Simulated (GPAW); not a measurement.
# Work function of Li/Al(100) at several levels, part 2 of 3

How far do functional and basis move the work function of Li/Al(100)?

GPAW 26.7.0; GPAW, PAW setups; slab in vacuum, relaxation (the session's first sound run).

So far, upper work function (eV): step 2 (relaxation) 3.73; step 3 (plane waves, PBE) 3.73.

### Step 4. Self-consistent run: xc = "revPBE"

The same geometry under revPBE, to see how far the functional moves the levels against the vacuum.

run.py reads:

```python
import json
import numpy as np
from ase import Atoms
from gpaw import GPAW, PW

slab = Atoms(
    ['Al', 'Al', 'Al', 'Al', 'Li'],
    positions=[
        [1.43189, 1.43189, 9.00000],
        [0.00000, 0.00000, 11.02500],
        [1.43189, 1.43189, 13.08023],
        [0.00000, 0.00000, 15.13047],
        [1.43189, 0.00000, 17.48545]],
    cell=[[2.86378, 0.0, 0.0], [0.0, 2.86378, 0.0], [0.0, 0.0, 26.26253]],
    pbc=[True, True, False])

slab.calc = GPAW(mode=PW(400), xc='revPBE', kpts={'size': (11, 11, 1), 'gamma': True},
                 occupations={'name': 'fermi-dirac', 'width': 0.1}, nbands='300%',
                 convergence={'density': 1e-05}, maxiter=200,
                 poissonsolver={'dipolelayer': 'xy'},
                 symmetry={'tolerance': 1e-3}, txt='slab.txt')
result = {}
energy = slab.get_potential_energy()
fermi = slab.calc.get_fermi_level()
v = slab.calc.get_electrostatic_potential().mean((0, 1)) - fermi
n = slab.calc.get_pseudo_density().mean((0, 1))
L = slab.cell[2, 2]
z = np.arange(len(v)) * L / len(v)
low, high = slab.positions[:, 2].min(), slab.positions[:, 2].max()
below, above = np.interp([low - 6.8, high + 6.8], z, v)
slopes = [np.interp(x, z, np.gradient(v, z)) for x in (low - 6.8, high + 6.8)]
eps = np.array([[slab.calc.get_eigenvalues(k, s) for k in range(len(slab.calc.get_ibz_k_points()))]
                for s in range(slab.calc.get_number_of_spins())]) - fermi
top, bottom = eps[eps < 0].max(), eps[eps > 0].min()
dipole = slab.get_dipole_moment()[2]
print(f'energy {energy:.4f} eV, Fermi level {fermi:.4f} eV, dipole {dipole:.5f} e A')
print(f'potential 6.8 A off the faces, from the Fermi level: lower {below:.4f} eV, upper {above:.4f} eV')
print(f'slope of the potential there: lower {slopes[0]:.5f}, upper {slopes[1]:.5f} eV/A')
print(f'nearest levels on the mesh: {top:.4f} and {bottom:.4f} eV')
print('magnetic moment', round(slab.get_magnetic_moment(), 3))
result.update(energy=energy, fermi=fermi, dipole=dipole, below=below, above=above, slopes=slopes, edges=[top, bottom],
              z=z.tolist(), v=v.tolist(), n=n.tolist(), positions=slab.positions.tolist(),
              forces=slab.get_forces(apply_constraint=False).tolist(), moments=slab.get_magnetic_moments().tolist())
json.dump(result, open('result.json', 'w'))
```

Started as:

```
OMP_NUM_THREADS=1 OPENBLAS_NUM_THREADS=1 python run.py
```

What it wrote:

```text
energy -15.0066 eV, Fermi level -0.0480 eV, dipole 0.02690 e A
potential 6.8 A off the faces, from the Fermi level: lower 4.2692 eV, upper 3.6754 eV
slope of the potential there: lower -0.00005, upper 0.00006 eV/A
nearest levels on the mesh: -0.0217 and 0.0005 eV
magnetic moment 0.0
```

The job ended after 1.9 min (1 thread of Arm Neoverse N1, shared host; peak memory 0.23 GiB).

Numbers from this step:

| Item | Value |
| --- | --- |
| dipole along the normal | 0.02690 e·Å |
| levels nearest the Fermi level on the mesh | -0.02167, 5.43e-4 eV from the Fermi level |
| upper work function | 3.675 eV |
| lower work function | 4.269 eV |

Electrostatic potential energy of an electron (without an applied field's), less the Fermi level, planar mean against z:

```
z (Å)  electrostatic potential energy of an electron (without an applied field's), less the Fermi level, planar mean (eV)
  0.0                                                                                                                3.97
  0.5                                                                                                                4.27
  1.0                                                                                                                4.27
  1.5                                                                                                                4.27
  2.0                                                                                                                4.27
  2.5                                                                                                                4.27
  3.0                                                                                                                4.27
  3.5                                                                                                                4.27
  4.0                                                                                                                4.27
  4.5                                                                                                                4.27
  5.0                                                                                                                4.27
  5.5                                                                                                                4.26
  6.0                                                                                                                4.24
  6.5                                                                                                                4.18
  7.0                                                                                                                3.95
  7.5                                                                                                                3.14
  8.0                                                                                                               0.563
  8.5                                                                                                               -6.16
  9.0                                                                                                               -13.3
  9.5                                                                                                               -6.66
 10.0                                                                                                               -2.12
 10.5                                                                                                               -6.27
 11.0                                                                                                               -13.4
 11.5                                                                                                               -7.11
 12.0                                                                                                               -1.91
 12.5                                                                                                               -5.30
 13.0                                                                                                               -13.2
 13.5                                                                                                               -8.14
 14.0                                                                                                               -2.14
 14.5                                                                                                               -4.60
 15.0                                                                                                               -12.7
 15.5                                                                                                               -8.72
 16.0                                                                                                              -0.840
 16.5                                                                                                                1.28
 17.0                                                                                                              -0.889
 17.5                                                                                                               -3.68
 18.0                                                                                                               -1.33
 18.5                                                                                                                1.24
 19.0                                                                                                                2.61
 19.5                                                                                                                3.24
 20.0                                                                                                                3.51
 20.5                                                                                                                3.61
 21.0                                                                                                                3.65
 21.5                                                                                                                3.67
 22.0                                                                                                                3.67
 22.5                                                                                                                3.67
 23.0                                                                                                                3.67
 23.5                                                                                                                3.68
 24.0                                                                                                                3.68
 24.5                                                                                                                3.68
 25.0                                                                                                                3.68
 25.5                                                                                                                3.68
 26.0                                                                                                                3.76
```

The pseudo valence density, planar mean oscillates, so the rows of the table below give means over windows of 1 Å about each position, cut where the curve ends. Its maxima inside the range that stand out by 2 % of the span (Å: e/Å³): 8.6: 0.161, 10.3: 0.199, 12.4: 0.198, 14.5: 0.197, 15.5: 0.165, 17.9: 0.0408. Its minima: 9.0: 0.129, 11.1: 0.136, 13.0: 0.130, 15.1: 0.123, 17.4: 0.0321.

Pseudo valence density, planar mean against z; means over each step:

```
z (Å)  pseudo valence density, planar mean (e/Å³)
    4                                      7.2e-6
    5                                      9.4e-5
    6                                     0.00119
    7                                      0.0147
    8                                      0.0954
    9                                       0.154
   10                                       0.197
   11                                       0.162
   12                                       0.194
   13                                       0.161
   14                                       0.194
   15                                       0.157
   16                                       0.135
   17                                      0.0627
   18                                      0.0352
   19                                      0.0165
   20                                     0.00383
   21                                      6.0e-4
   22                                      8.4e-5
   23                                      1.1e-5
```

Force by atom:

```
atom  x (eV/Å)  y (eV/Å)  z (eV/Å)   size
 Al1     0.000     0.000    -0.214  0.214
 Al2     0.000     0.000     0.162  0.162
 Al3     0.000     0.000     0.000  0.000
 Al4     0.000     0.000    -0.008  0.008
 Li5     0.000     0.000     0.061  0.061
```

The upper face's work function is 3.675 eV, against 3.725 eV in the first plane-wave PBE run at this geometry.

### Step 5. Self-consistent run: xc = "vdW-DF2"

The same geometry under vdW-DF2, to see how far the functional moves the levels against the vacuum (the van der Waals functionals take revPBE setups).

run.py, as its differences from that of step 4:

```diff
@@ -16,3 +16,3 @@
 
-slab.calc = GPAW(mode=PW(400), xc='revPBE', kpts={'size': (11, 11, 1), 'gamma': True},
+slab.calc = GPAW(mode=PW(400), xc='vdW-DF2', kpts={'size': (11, 11, 1), 'gamma': True},
                  occupations={'name': 'fermi-dirac', 'width': 0.1}, nbands='300%',
```

What it wrote:

```text
energy -104.9915 eV, Fermi level -0.2045 eV, dipole 0.02819 e A
potential 6.8 A off the faces, from the Fermi level: lower 4.4965 eV, upper 3.8740 eV
slope of the potential there: lower -0.00012, upper 0.00039 eV/A
nearest levels on the mesh: -0.0263 and 0.0167 eV
magnetic moment 0.0
```

It took 4.6 min on 1 thread; peak memory 0.36 GiB.

Numbers from this step:

```
dipole along the normal                    : 0.02819 e·Å
levels nearest the Fermi level on the mesh : -0.02625, 0.01666 eV from the Fermi level
upper work function                        : 3.874 eV
lower work function                        : 4.497 eV
```

The electrostatic potential energy of an electron (without an applied field's), less the Fermi level, planar mean oscillates, so the rows of the table below give means over windows of 2.1 Å about each position, cut where the curve ends. Its maxima inside the range that stand out by 2 % of the span (Å: eV): 10.0: -2.05, 12.1: -1.77, 14.1: -1.85, 16.5: 1.30. Its minima: 9.0: -13.2, 11.0: -13.5, 13.1: -13.4, 15.1: -13.3, 17.5: -3.57.

Table of electrostatic potential energy of an electron (without an applied field's), less the Fermi level, planar mean by z; means over each step:

z (Å), electrostatic potential energy of an electron (without an applied field's), less the Fermi level, planar mean (eV) and a bar from the least value:
```
     1.05        4.5 ##############################
     3.15        4.5 ##############################
     5.25        4.5 ##############################
     7.35        2.5 #########################
     9.45       -6.9 
    11.55       -6.9 
    13.65       -7.0 
    15.75       -5.0 #####
    17.85       -0.8 ################
    19.95        3.5 ###########################
    22.05        3.9 ############################
    24.15        3.9 ############################
```

The upper face's work function is 3.874 eV, against 3.725 eV in the first plane-wave PBE run at this geometry.

### Step 6. Self-consistent run: xc = "RPBE"

The same geometry under RPBE, to see how far the functional moves the levels against the vacuum.

run.py, as its differences from that of step 5:

```diff
@@ -16,3 +16,3 @@
 
-slab.calc = GPAW(mode=PW(400), xc='vdW-DF2', kpts={'size': (11, 11, 1), 'gamma': True},
+slab.calc = GPAW(mode=PW(400), xc='RPBE', kpts={'size': (11, 11, 1), 'gamma': True},
                  occupations={'name': 'fermi-dirac', 'width': 0.1}, nbands='300%',
```

What it wrote:

```text
energy -14.8845 eV, Fermi level -0.0427 eV, dipole 0.02666 e A
potential 6.8 A off the faces, from the Fermi level: lower 4.2687 eV, upper 3.6801 eV
slope of the potential there: lower -0.00005, upper 0.00006 eV/A
nearest levels on the mesh: -0.0212 and 0.0002 eV
magnetic moment 0.0
```

Elapsed: 1.9 min, on 1 thread; peak memory 0.23 GiB.

This step gave:

| Quantity | Value |
| --- | --- |
| dipole along the normal | 0.02666 e·Å |
| levels nearest the Fermi level on the mesh | -0.02116, 2.47e-4 eV from the Fermi level |
| upper work function | 3.680 eV |
| lower work function | 4.269 eV |

Electrostatic potential energy of an electron (without an applied field's), less the Fermi level, planar mean against z:

z (Å), electrostatic potential energy of an electron (without an applied field's), less the Fermi level, planar mean (eV) and a bar from the least value:
```
      0.0        4.0 ##############################
      0.5        4.3 ##############################
      1.0        4.3 ##############################
      1.5        4.3 ##############################
      2.0        4.3 ##############################
      2.5        4.3 ##############################
      3.0        4.3 ##############################
      3.5        4.3 ##############################
      4.0        4.3 ##############################
      4.5        4.3 ##############################
      5.0        4.3 ##############################
      5.5        4.3 ##############################
      6.0        4.2 ##############################
      6.5        4.2 ##############################
      7.0        3.9 #############################
      7.5        3.1 ############################
      8.0        0.5 ########################
      8.5       -6.2 ############
      9.0      -13.3 
      9.5       -6.7 ###########
     10.0       -2.1 ###################
     10.5       -6.3 ############
     11.0      -13.5 
     11.5       -7.1 ###########
     12.0       -1.9 ####################
     12.5       -5.3 ##############
     13.0      -13.2 
     13.5       -8.2 #########
     14.0       -2.2 ###################
     14.5       -4.6 ###############
     15.0      -12.8 #
     15.5       -8.7 ########
     16.0       -0.9 #####################
     16.5        1.3 #########################
     17.0       -0.9 #####################
     17.5       -3.7 #################
     18.0       -1.3 #####################
     18.5        1.3 #########################
     19.0        2.6 ###########################
     19.5        3.2 ############################
     20.0        3.5 #############################
     20.5        3.6 #############################
     21.0        3.7 #############################
     21.5        3.7 #############################
     22.0        3.7 #############################
     22.5        3.7 #############################
     23.0        3.7 #############################
     23.5        3.7 #############################
     24.0        3.7 #############################
     24.5        3.7 #############################
     25.0        3.7 #############################
     25.5        3.7 #############################
     26.0        3.8 #############################
```

The upper face's work function is 3.680 eV, against 3.725 eV in the first plane-wave PBE run at this geometry.

### Step 7. OptPBE vdW: xc = "optPBE-vdW"

The same geometry under optPBE-vdW, to see how far the functional moves the levels against the vacuum (the van der Waals functionals take revPBE setups).

run.py, as its differences from that of step 6:

```diff
@@ -16,3 +16,3 @@
 
-slab.calc = GPAW(mode=PW(400), xc='RPBE', kpts={'size': (11, 11, 1), 'gamma': True},
+slab.calc = GPAW(mode=PW(400), xc='optPBE-vdW', kpts={'size': (11, 11, 1), 'gamma': True},
                  occupations={'name': 'fermi-dirac', 'width': 0.1}, nbands='300%',
```

What it wrote:

```text
energy -37.3517 eV, Fermi level -0.1589 eV, dipole 0.02891 e A
potential 6.8 A off the faces, from the Fermi level: lower 4.4579 eV, upper 3.8197 eV
slope of the potential there: lower -0.00005, upper 0.00009 eV/A
nearest levels on the mesh: -0.0095 and 0.0050 eV
magnetic moment 0.0
```

The job ended after 2.3 min (1 thread; peak memory 0.36 GiB).

Numbers from this step:

```yaml
dipole_along_the_normal: 0.02891 e·Å
levels_nearest_the_fermi_level_on_the_mesh: -0.009508, 0.005012 eV from the Fermi level
upper_work_function: 3.820 eV
lower_work_function: 4.458 eV
```

The upper face's work function is 3.820 eV, against 3.725 eV in the first plane-wave PBE run at this geometry.

[end of part 2 of 3]

[Logs are printed without paths, hosts, clocks, repeated set-up lines and the standing remarks that a program may print on its own settings, such as how far it seeks lower states.]

[Hosts, paths, dates, database ids (printed as entryN), source tags and the programs' standing remarks are cut or masked in the printed files.]
